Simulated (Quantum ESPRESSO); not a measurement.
# The states of the two spins in FeI2

Aim: the densities of states of FeI2 in the lowest state of several starts.

Method: PBEsol with U = 4.5 eV on Fe d (ortho-atomic projectors); plane waves with GBRV 1.5 PBEsol potentials, no spin-orbit coupling, in Quantum ESPRESSO 7.5.

The database entry behind the starting cell has ideal inner coordinates that were not refined, so it need not match the best structure at ambient conditions.

### Step 1. Starting point

It takes space group P-3m1 (No. 164, trigonal). The conventional cell has a = 4.040 Å, b = 4.040 Å, c = 6.750 Å, α = 90.00°, β = 90.00°, γ = 120.00°. Fe has 6 I at 2.88 Å nearest. Nearest to I lie 3 Fe at 2.88 Å. Farther neighbours and most contacts between anions are not listed.

The cell comes from the Crystallography Open Database.

### Step 2. The magnetic state

This state came out lowest in a comparison of starts that is told elsewhere.

Input file pw.in:

```
&CONTROL
  calculation = 'scf'
  prefix = 'pwscf'
  outdir = './tmp'
  pseudo_dir = './pseudo'
  disk_io = 'low'
/
&SYSTEM
  ibrav = 0
  celldm(1) = 8
  nat = 6
  ntyp = 3
  ecutwfc = 40
  ecutrho = 280
  nbnd = 44
  occupations = 'smearing'
  smearing = 'fd'
  degauss = 0.00367493
  nspin = 2
  starting_magnetization(1) = 0.25
  starting_magnetization(2) = -0.25
  starting_magnetization(3) = 0
/
&ELECTRONS
  conv_thr = 1.2d-08
  electron_maxstep = 150
  mixing_beta = 0.3
/
ATOMIC_SPECIES
Fe1    55.8450 fe_pbesol_v1.5.uspp.F.UPF
Fe2    55.8450 fe_pbesol_v1.5.uspp.F.UPF
I     126.9045 i_pbesol_v1.uspp.F.UPF
CELL_PARAMETERS alat
   0.9543116929360    0.0000000000000    0.0000000000000
  -0.9543116929360    1.6529163384274    0.0000000000000
   0.0000000000000    0.0000000000000    1.5944564176530
ATOMIC_POSITIONS crystal
Fe1     0.0000000000    0.0000000000    0.0000000000
Fe2     0.0000000000    0.5000000000    0.0000000000
I       0.3333333333    0.3333333334    0.2500000000
I       0.3333333333    0.8333333333    0.2500000000
I       0.6666666667    0.1666666666    0.7500000000
I       0.6666666667    0.6666666666    0.7500000000
K_POINTS automatic
6 3 6 0 0 0
HUBBARD {ortho-atomic}
U Fe1-3d 4.5000
U Fe2-3d 4.5000
```

Command:

```console
$ OMP_NUM_THREADS=1 mpirun -n 4 pw.x -nk 4 -in pw.in > pw.out
```

What it wrote:

```text
Program PWSCF v.7.5 starts

     Message from routine setup:
     using ibrav=0 with symmetry is DISCOURAGED, use correct ibrav instead

     K-points division:     npool     =       4
     Subspace diagonalization in iterative solution of the eigenvalue problem:

     bravais-lattice index     =            0
     lattice parameter (alat)  =       8.0000  a.u.
     unit-cell volume          =    1287.7268 (a.u.)^3
     number of atoms/cell      =            6
     number of atomic types    =            3
     number of electrons       =        60.00
     number of Kohn-Sham states=           44
     kinetic-energy cutoff     =      40.0000  Ry
     charge density cutoff     =     280.0000  Ry
     scf convergence threshold =      1.2E-08
     mixing beta               =       0.3000
     number of iterations used =            8  plain     mixing
     Exchange-correlation= SLA  PW   PSX  PSC
                           (   1   4  10   8   0   0   0)
     Hubbard projectors: ortho-atomic
     Hubbard parameters of DFT+U (Dudarev formulation) in eV:
     U(Fe1-3d) =  4.5000
     U(Fe2-3d) =  4.5000

     Internal variables: lda_plus_u =T, lda_plus_u_kind = 0

     Internal variables: orbital_resolved =F, hub_pot_fix =F, apply_U = F

     celldm(1)=   8.000000  celldm(2)=   0.000000  celldm(3)=   0.000000
     celldm(4)=   0.000000  celldm(5)=   0.000000  celldm(6)=   0.000000

     crystal axes: (cart. coord. in units of alat)
               a(1) = (   0.954312   0.000000   0.000000 )
               a(2) = (  -0.954312   1.652916   0.000000 )
               a(3) = (   0.000000   0.000000   1.594456 )

     reciprocal axes: (cart. coord. in units 2 pi/alat)
               b(1) = (  1.047876  0.604991 -0.000000 )
               b(2) = (  0.000000  0.604991  0.000000 )
               b(3) = (  0.000000 -0.000000  0.627173 )

     PseudoPot. # 1 for Fe read from file:
     fe_pbesol_v1.5.uspp.F.UPF
     Pseudo is Ultrasoft + core correction, Zval = 16.0

     PseudoPot. # 2 for Fe read from file:
     fe_pbesol_v1.5.uspp.F.UPF
     Pseudo is Ultrasoft + core correction, Zval = 16.0

     PseudoPot. # 3 for I  read from file:
     i_pbesol_v1.uspp.F.UPF
     Pseudo is Ultrasoft + core correction, Zval =  7.0

     atomic species   valence    mass     pseudopotential
     Fe1              16.00    55.84500     Fe( 1.00)
     Fe2              16.00    55.84500     Fe( 1.00)
     I                 7.00   126.90450     I ( 1.00)

     Starting magnetic structure
     atomic species   magnetization
     Fe1             0.250
     Fe2            -0.250
     I               0.000

      4 Sym. Ops., with inversion, found

   Cartesian axes

     site n.     atom                  positions (alat units)
         1        Fe1    tau(   1) = (   0.0000000   0.0000000   0.0000000  )
         2        Fe2    tau(   2) = (  -0.4771558   0.8264582   0.0000000  )
         3        I      tau(   3) = (  -0.0000000   0.5509721   0.3986141  )
         4        I      tau(   4) = (  -0.4771558   1.3774303   0.3986141  )
         5        I      tau(   5) = (   0.4771558   0.2754861   1.1958423  )
         6        I      tau(   6) = (   0.0000000   1.1019442   1.1958423  )

     number of k points=    40  Fermi-Dirac smearing, width (Ry)=  0.0037
                       cart. coord. in units 2pi/alat
        k(    1) = (   0.0000000   0.0000000   0.0000000), wk =   0.0092593
        k(    2) = (   0.0000000   0.0000000   0.1045288), wk =   0.0185185
        k(    3) = (   0.0000000   0.0000000   0.2090577), wk =   0.0185185
        k(    4) = (   0.0000000   0.0000000  -0.3135865), wk =   0.0092593
        k(    5) = (   0.0000000   0.2016638   0.0000000), wk =   0.0185185
        [... 35 further k-points ...]

     Dense  grid:   101841 G-vectors     FFT dimensions: (  45,  81,  72)

     Smooth grid:    43929 G-vectors     FFT dimensions: (  32,  64,  54)

     Check: negative core charge=   -0.000011
     Generating pointlists ...
     new r_m :   0.2805 (alat units)  2.2442 (a.u.) for type    1
     new r_m :   0.2805 (alat units)  2.2442 (a.u.) for type    2
     new r_m :   0.2805 (alat units)  2.2442 (a.u.) for type    3

     Initial potential from superposition of free atoms

     starting charge      57.9996, renormalised to      60.0000

     STARTING HUBBARD OCCUPATIONS:

     =================== HUBBARD OCCUPATIONS ===================
     ------------------------ ATOM    1 ------------------------
     Tr[ns(  1)] (up, down, total) =   5.00000  0.00000  5.00000
     Atomic magnetic moment for atom   1 =   5.00000
     [... lines left out ...]
     ------------------------ ATOM    2 ------------------------
     Tr[ns(  2)] (up, down, total) =   0.00000  5.00000  5.00000
     Atomic magnetic moment for atom   2 =  -5.00000
     [... lines left out ...]
     Number of occupied Hubbard levels =   10.0000

     Atomic wfc used for Hubbard projectors are orthogonalized

     Starting wfcs are   42 randomized atomic wfcs +    2 random wfcs

     Self-consistent Calculation

     iteration #  1     ecut=    40.00 Ry     beta= 0.30
     Davidson diagonalization with overlap
     ethr =  1.00E-02,  avg # of iterations =  4.8

     =================== HUBBARD OCCUPATIONS ===================
     ------------------------ ATOM    1 ------------------------
     Tr[ns(  1)] (up, down, total) =   4.94572  1.06845  6.01416
     Atomic magnetic moment for atom   1 =   3.87727
     [... lines left out ...]
     ------------------------ ATOM    2 ------------------------
     Tr[ns(  2)] (up, down, total) =   1.06331  4.94568  6.00899
     Atomic magnetic moment for atom   2 =  -3.88237
     [... lines left out ...]
     Number of occupied Hubbard levels =   12.0231

     Threshold (ethr) on eigenvalues was too large:
     Diagonalizing with lowered threshold

     Davidson diagonalization with overlap
     ethr =  6.45E-04,  avg # of iterations =  1.9

     total energy              =    -760.48099118 Ry
     estimated scf accuracy    <       0.42850964 Ry

     total magnetization       =     0.00 Bohr mag/cell
     absolute magnetization    =     8.15 Bohr mag/cell

     iteration #  2     ecut=    40.00 Ry     beta= 0.30
     Davidson diagonalization with overlap
     ethr =  7.14E-04,  avg # of iterations =  2.4

     total energy              =    -760.59125581 Ry
     estimated scf accuracy    <       0.15815232 Ry

     total magnetization       =    -0.04 Bohr mag/cell
     absolute magnetization    =     7.57 Bohr mag/cell

     [... further iterations left out ...]

     iteration #105     ecut=    40.00 Ry     beta= 0.30
     Davidson diagonalization with overlap
     ethr =  1.19E-10,  avg # of iterations =  2.5

     total energy              =    -760.75408930 Ry
     estimated scf accuracy    <       0.00000016 Ry

     total magnetization       =    -0.00 Bohr mag/cell
     absolute magnetization    =     7.73 Bohr mag/cell

     iteration #106     ecut=    40.00 Ry     beta= 0.30
     Davidson diagonalization with overlap
     ethr =  1.19E-10,  avg # of iterations =  4.2

     Magnetic moment per site  (integrated on atomic sphere of radius R)
     atom   1 (R=0.281)  charge= 14.6109  magn=  3.6731
     atom   2 (R=0.281)  charge= 14.6110  magn= -3.6731
     atom   3 (R=0.281)  charge=  4.5468  magn= -0.0131
     atom   4 (R=0.281)  charge=  4.5471  magn=  0.0131
     atom   5 (R=0.281)  charge=  4.5471  magn=  0.0131
     atom   6 (R=0.281)  charge=  4.5468  magn= -0.0131

     End of self-consistent calculation

     =================== HUBBARD OCCUPATIONS ===================
     ------------------------ ATOM    1 ------------------------
     Tr[ns(  1)] (up, down, total) =   4.95375  1.23420  6.18796
     Atomic magnetic moment for atom   1 =   3.71955
     [... lines left out ...]
     ------------------------ ATOM    2 ------------------------
     Tr[ns(  2)] (up, down, total) =   1.23420  4.95375  6.18795
     Atomic magnetic moment for atom   2 =  -3.71955
     [... lines left out ...]
     Number of occupied Hubbard levels =   12.3759

     [... lines left out ...]
     the Fermi energy is     6.1131 ev

!    total energy              =    -760.75410096 Ry
     estimated scf accuracy    <          8.9E-09 Ry
     smearing contrib. (-TS)   =      -0.00000000 Ry
     internal energy E=F+TS    =    -760.75410096 Ry

     The total energy is F=E-TS. E is the sum of the following terms:
     one-electron contribution =    -508.92937379 Ry
     hartree contribution      =     272.16450338 Ry
     xc contribution           =    -249.41480226 Ry
     ewald contribution        =    -274.68015626 Ry
     Hubbard energy            =       0.10572797 Ry

     total magnetization       =    -0.00 Bohr mag/cell
     absolute magnetization    =     7.73 Bohr mag/cell

     convergence has been achieved in 106 iterations

=------------------------------------------------------------------------------=
   JOB DONE.
=------------------------------------------------------------------------------=
```

Run time: 15 min. Hardware: 4 MPI ranks of Arm Neoverse V2, shared host; peak memory 1.1 GiB.

Spin moment in the atom's sphere by atom:

```tsv
atom	spin moment in the atom's sphere (μB)
Fe1	3.67
Fe2	-3.67
I3	-0.01
I4	0.01
I5	0.01
I6	-0.01
```

Numbers from this step:

```
smearing term TS       : 8.82e-11 eV
magnetization          : 0 μB
absolute magnetization : 7.733 μB
final state            : antiferromagnetic
```

### Step 3. Projected density of states

Input file projwfc.in:

```
&PROJWFC
  prefix = 'pwscf'
  outdir = './tmp'
  filpdos = 'pdos'
  ngauss = 0
  degauss = 0.01
  DeltaE = 0.05
  Emin = -2.89
  Emax = 11.11
/
```

Command:

```console
$ OMP_NUM_THREADS=1 mpirun -n 4 projwfc.x -nk 4 -in projwfc.in > projwfc.out
```

What it wrote:

```text
[banner, memory and clock lines left out]
Program PROJWFC v.7.5 starts

     [... lines left out ...]
     IMPORTANT: XC functional enforced from input :
     Exchange-correlation= PBESOL
                           (   1   4  10   8   0   0   0)
     Any further DFT definition will be discarded
     Please, verify this is what you really want

     G-vector sticks info

     Check: negative core charge=   -0.000011

     Gaussian broadening (read from input): ngauss,degauss=   0    0.010000

     Calling projwave ....

  Problem Sizes
  natomwfc =           42
  nbnd     =           44
  nkstot   =           80
  npwx     =         5530
  nkb      =          108

     Atomic states used for projection
     (read from pseudopotential files):

     state #   1: atom   1 (Fe1), wfc  1 (l=0 m= 1)
     state #   2: atom   1 (Fe1), wfc  2 (l=1 m= 1)
     state #   3: atom   1 (Fe1), wfc  2 (l=1 m= 2)
     state #   4: atom   1 (Fe1), wfc  2 (l=1 m= 3)
     state #   5: atom   1 (Fe1), wfc  3 (l=2 m= 1)
     state #   6: atom   1 (Fe1), wfc  3 (l=2 m= 2)
     state #   7: atom   1 (Fe1), wfc  3 (l=2 m= 3)
     state #   8: atom   1 (Fe1), wfc  3 (l=2 m= 4)
     state #   9: atom   1 (Fe1), wfc  3 (l=2 m= 5)
     state #  10: atom   1 (Fe1), wfc  4 (l=0 m= 1)
     state #  11: atom   1 (Fe1), wfc  5 (l=1 m= 1)
     state #  12: atom   1 (Fe1), wfc  5 (l=1 m= 2)
     state #  13: atom   1 (Fe1), wfc  5 (l=1 m= 3)
     state #  14: atom   2 (Fe2), wfc  1 (l=0 m= 1)
     state #  15: atom   2 (Fe2), wfc  2 (l=1 m= 1)
     state #  16: atom   2 (Fe2), wfc  2 (l=1 m= 2)
     state #  17: atom   2 (Fe2), wfc  2 (l=1 m= 3)
     state #  18: atom   2 (Fe2), wfc  3 (l=2 m= 1)
     state #  19: atom   2 (Fe2), wfc  3 (l=2 m= 2)
     state #  20: atom   2 (Fe2), wfc  3 (l=2 m= 3)
     state #  21: atom   2 (Fe2), wfc  3 (l=2 m= 4)
     state #  22: atom   2 (Fe2), wfc  3 (l=2 m= 5)
     state #  23: atom   2 (Fe2), wfc  4 (l=0 m= 1)
     state #  24: atom   2 (Fe2), wfc  5 (l=1 m= 1)
     state #  25: atom   2 (Fe2), wfc  5 (l=1 m= 2)
     state #  26: atom   2 (Fe2), wfc  5 (l=1 m= 3)
     state #  27: atom   3 (I  ), wfc  1 (l=0 m= 1)
     state #  28: atom   3 (I  ), wfc  2 (l=1 m= 1)
     state #  29: atom   3 (I  ), wfc  2 (l=1 m= 2)
     state #  30: atom   3 (I  ), wfc  2 (l=1 m= 3)
     state #  31: atom   4 (I  ), wfc  1 (l=0 m= 1)
     state #  32: atom   4 (I  ), wfc  2 (l=1 m= 1)
     state #  33: atom   4 (I  ), wfc  2 (l=1 m= 2)
     state #  34: atom   4 (I  ), wfc  2 (l=1 m= 3)
     state #  35: atom   5 (I  ), wfc  1 (l=0 m= 1)
     state #  36: atom   5 (I  ), wfc  2 (l=1 m= 1)
     state #  37: atom   5 (I  ), wfc  2 (l=1 m= 2)
     state #  38: atom   5 (I  ), wfc  2 (l=1 m= 3)
     state #  39: atom   6 (I  ), wfc  1 (l=0 m= 1)
     state #  40: atom   6 (I  ), wfc  2 (l=1 m= 1)
     state #  41: atom   6 (I  ), wfc  2 (l=1 m= 2)
     state #  42: atom   6 (I  ), wfc  2 (l=1 m= 3)

 [... projections of the bands left out ...]

Lowdin Charges:

     Atom #   1: total charge =  16.0721, s =  2.6024, p =  7.2817, d =  6.1880,
                 spin up      =   9.9414, s =  1.3250,
                 spin up      =   9.9414, p =  3.6626, pz=  1.2313, px=  1.2147, py=  1.2166,
                 spin up      =   9.9414, d =  4.9538, dz2=  0.9913, dxz=  0.9920, dyz=  0.9914, dx2-y2=  0.9883, dxy=  0.9907,
                 spin down    =   6.1307, s =  1.2774,
                 spin down    =   6.1307, p =  3.6191, pz=  1.2146, px=  1.2022, py=  1.2023,
                 spin down    =   6.1307, d =  1.2342, dz2=  0.0642, dxz=  0.0805, dyz=  0.3515, dx2-y2=  0.7018, dxy=  0.0362,
                 polarization =   3.8107, s =  0.0477, p =  0.0435, d =  3.7195,
     Atom #   2: total charge =  16.0720, s =  2.6024, p =  7.2817, d =  6.1880,
                 spin up      =   6.1307, s =  1.2774,
                 spin up      =   6.1307, p =  3.6191, pz=  1.2146, px=  1.2022, py=  1.2023,
                 spin up      =   6.1307, d =  1.2342, dz2=  0.0647, dxz=  0.0805, dyz=  0.3514, dx2-y2=  0.7014, dxy=  0.0362,
                 spin down    =   9.9414, s =  1.3250,
                 spin down    =   9.9414, p =  3.6626, pz=  1.2313, px=  1.2146, py=  1.2166,
                 spin down    =   9.9414, d =  4.9538, dz2=  0.9913, dxz=  0.9920, dyz=  0.9914, dx2-y2=  0.9883, dxy=  0.9907,
                 polarization =  -3.8107, s = -0.0477, p = -0.0435, d = -3.7196,
     Atom #   3: total charge =   6.8977, s =  1.8407, p =  5.0570, d =  0.0000,
                 spin up      =   3.4404, s =  0.9198,
                 spin up      =   3.4404, p =  2.5206, pz=  0.8569, px=  0.8283, py=  0.8355,
                 spin up      =   3.4404, d =  0.0000, dz2=  0.0000, dxz=  0.0000, dyz=  0.0000, dx2-y2=  0.0000, dxy=  0.0000,
                 spin down    =   3.4573, s =  0.9209,
                 spin down    =   3.4573, p =  2.5364, pz=  0.8624, px=  0.8455, py=  0.8285,
                 spin down    =   3.4573, d =  0.0000, dz2=  0.0000, dxz=  0.0000, dyz=  0.0000, dx2-y2=  0.0000, dxy=  0.0000,
                 polarization =  -0.0169, s = -0.0011, p = -0.0158, d =  0.0000,
     Atom #   4: total charge =   6.8977, s =  1.8407, p =  5.0570, d =  0.0000,
                 spin up      =   3.4573, s =  0.9209,
                 spin up      =   3.4573, p =  2.5364, pz=  0.8624, px=  0.8455, py=  0.8285,
                 spin up      =   3.4573, d =  0.0000, dz2=  0.0000, dxz=  0.0000, dyz=  0.0000, dx2-y2=  0.0000, dxy=  0.0000,
                 spin down    =   3.4404, s =  0.9198,
                 spin down    =   3.4404, p =  2.5206, pz=  0.8569, px=  0.8282, py=  0.8355,
                 spin down    =   3.4404, d =  0.0000, dz2=  0.0000, dxz=  0.0000, dyz=  0.0000, dx2-y2=  0.0000, dxy=  0.0000,
                 polarization =   0.0169, s =  0.0011, p =  0.0158, d =  0.0000,
     Atom #   5: total charge =   6.8977, s =  1.8407, p =  5.0570, d =  0.0000,
                 spin up      =   3.4573, s =  0.9209,
                 spin up      =   3.4573, p =  2.5364, pz=  0.8624, px=  0.8455, py=  0.8285,
                 spin up      =   3.4573, d =  0.0000, dz2=  0.0000, dxz=  0.0000, dyz=  0.0000, dx2-y2=  0.0000, dxy=  0.0000,
                 spin down    =   3.4404, s =  0.9198,
                 spin down    =   3.4404, p =  2.5206, pz=  0.8569, px=  0.8282, py=  0.8355,
                 spin down    =   3.4404, d =  0.0000, dz2=  0.0000, dxz=  0.0000, dyz=  0.0000, dx2-y2=  0.0000, dxy=  0.0000,
                 polarization =   0.0169, s =  0.0011, p =  0.0158, d =  0.0000,
     Atom #   6: total charge =   6.8977, s =  1.8407, p =  5.0570, d =  0.0000,
                 spin up      =   3.4404, s =  0.9198,
                 spin up      =   3.4404, p =  2.5206, pz=  0.8569, px=  0.8283, py=  0.8355,
                 spin up      =   3.4404, d =  0.0000, dz2=  0.0000, dxz=  0.0000, dyz=  0.0000, dx2-y2=  0.0000, dxy=  0.0000,
                 spin down    =   3.4573, s =  0.9209,
                 spin down    =   3.4573, p =  2.5364, pz=  0.8624, px=  0.8455, py=  0.8285,
                 spin down    =   3.4573, d =  0.0000, dz2=  0.0000, dxz=  0.0000, dyz=  0.0000, dx2-y2=  0.0000, dxy=  0.0000,
                 polarization =  -0.0169, s = -0.0011, p = -0.0158, d =  0.0000,
     Spilling Parameter:   0.0044
```

The job ended after 2.8 s (4 MPI ranks; peak memory 0.36 GiB).

The density of states has structure finer than the step of the table below, so its rows give means over 0.5 eV, whole bins alone (the curve runs from -9.00 to 5.05 eV). Peaks (eV: height): up -6.85: 7.29, -2.60: 5.85, -1.70: 3.93, 1.55: 6.54; down -6.85: 7.3, -2.60: 5.86, -1.70: 3.93, 1.55: 6.53; Fe1 d up -6.85: 6.84, -6.30: 3.31, -5.55: 1.86; Fe1 d down -2.40: 1.11, 1.55: 5.55, 2.30: 1.76; Fe2 d up -2.40: 1.11, 1.55: 5.56, 2.30: 1.76.

Gaussian broadening of 0.136 eV on the SCF mesh. Table of density of states by energy, zero at the Fermi level; means over each step; 7 of 8 lines; values in states/eV/cell:

```tsv
energy (eV)	up	down	Fe1 d up	Fe1 d down	Fe2 d up	Fe2 d down	I3 p up
-8.0	0	0	0	0	0	0	0
-7.5	0.0232	0.0231	0.0212	0	0	0.0211	4.7e-4
-7.0	4.80	4.80	4.47	0.00119	0.00119	4.46	0.0670
-6.5	2.48	2.48	2.28	9.8e-4	9.8e-4	2.28	0.0162
-6.0	0.952	0.953	0.743	0.00249	0.00249	0.743	0.0178
-5.5	1.79	1.79	1.16	0.00656	0.00655	1.16	0.0677
-5.0	2.87	2.87	0.546	0.0359	0.0359	0.546	0.438
-4.5	2.80	2.80	0.162	0.0561	0.0561	0.162	0.534
-4.0	1.55	1.55	0.0706	0.0841	0.0841	0.0706	0.311
-3.5	3.16	3.16	0.0670	0.215	0.215	0.0670	0.616
-3.0	3.28	3.28	0.0401	0.573	0.573	0.0401	0.524
-2.5	5.27	5.27	0.0563	0.980	0.980	0.0563	1.06
-2.0	3.51	3.51	0.0903	0.390	0.390	0.0903	0.745
-1.5	3.18	3.18	0.143	0.104	0.104	0.143	0.583
-1.0	0.345	0.345	0.0183	0.00622	0.00622	0.0184	0.0459
-0.5	9.4e-6	9.4e-6	0	0	0	0	0
0.0	0	0	0	0	0	0	0
0.5	3.8e-5	3.9e-5	0	2.0e-5	1.5e-5	0	0
1.0	0.514	0.515	6.4e-4	0.400	0.400	6.4e-4	0.00463
1.5	5.02	5.01	0.00246	4.23	4.23	0.00246	0.0622
2.0	1.58	1.59	7.6e-4	1.01	1.00	7.6e-4	0.0525
2.5	2.25	2.25	0.00151	1.10	1.10	0.00151	0.106
3.0	1.44	1.44	0.00123	0.175	0.176	0.00123	0.0812
3.5	1.23	1.23	8.2e-4	0.0155	0.0155	8.2e-4	0.0741
4.0	1.38	1.38	0.00156	0.0265	0.0265	0.00156	0.0435
4.5	1.51	1.51	0.00133	0.0168	0.0168	0.00133	0.0433
```

### Step 4. Outcome

| Property | Result |
| --- | --- |
| state | antiferromagnetic |
| largest moment in a sphere | 3.67 μB |

In words: The most distinct maxima of the density of states (up) lie at -6.85, -6.30, -2.60, -1.70 and 1.55 eV, the highest at -6.85 eV. These are Kohn–Sham states without spin–orbit coupling, on the mesh of the self-consistent run. The moments are opposed on like sites, so the totals of the two spins are equal and the projections on single atoms show the splitting.

[Logs and program files are shortened in this print: banners, set-up blocks, solver, clock and traceback lines can be left out without a mark of their own.]

[Logs are printed without paths, hosts, clocks, repeated set-up lines and the standing remarks that a program may print on its own settings, such as how far it seeks lower states.]

[Hosts, paths, dates, database ids (printed as entryN), source tags and the programs' standing remarks are cut or masked in the printed files.]

[Where a cell is said to come from a database of computed structures, the database is the Materials Project.]
